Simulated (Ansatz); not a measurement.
Reflectivity of TiB2 (P6/mmm) at normal incidence (Ansatz, PBEsol, independent particles, without spin-orbit coupling, line width 0.1 eV (Gaussian), carrier damping 0.05 eV):

```tsv
E (eV)	R (%)
1.00	64.9
1.25	62.3
1.50	60.2
1.75	58.4
2.00	56.8
2.25	55.1
2.50	51.9
2.75	49.3
3.00	47.4
3.25	46.5
3.50	45.6
3.75	45.2
4.00	43.8
4.25	40.6
4.50	42.9
4.75	36.6
5.00	32.7
```

Question: What colour would a polished face show in daylight?

Answer: Light grey: CIE x = 0.324, y = 0.340, luminous reflectivity 55 % under D65, from the mean over the axes.

[Logs are printed without paths, hosts, clocks, repeated set-up lines and the standing remarks that a program may print on its own settings, such as how far it seeks lower states.]
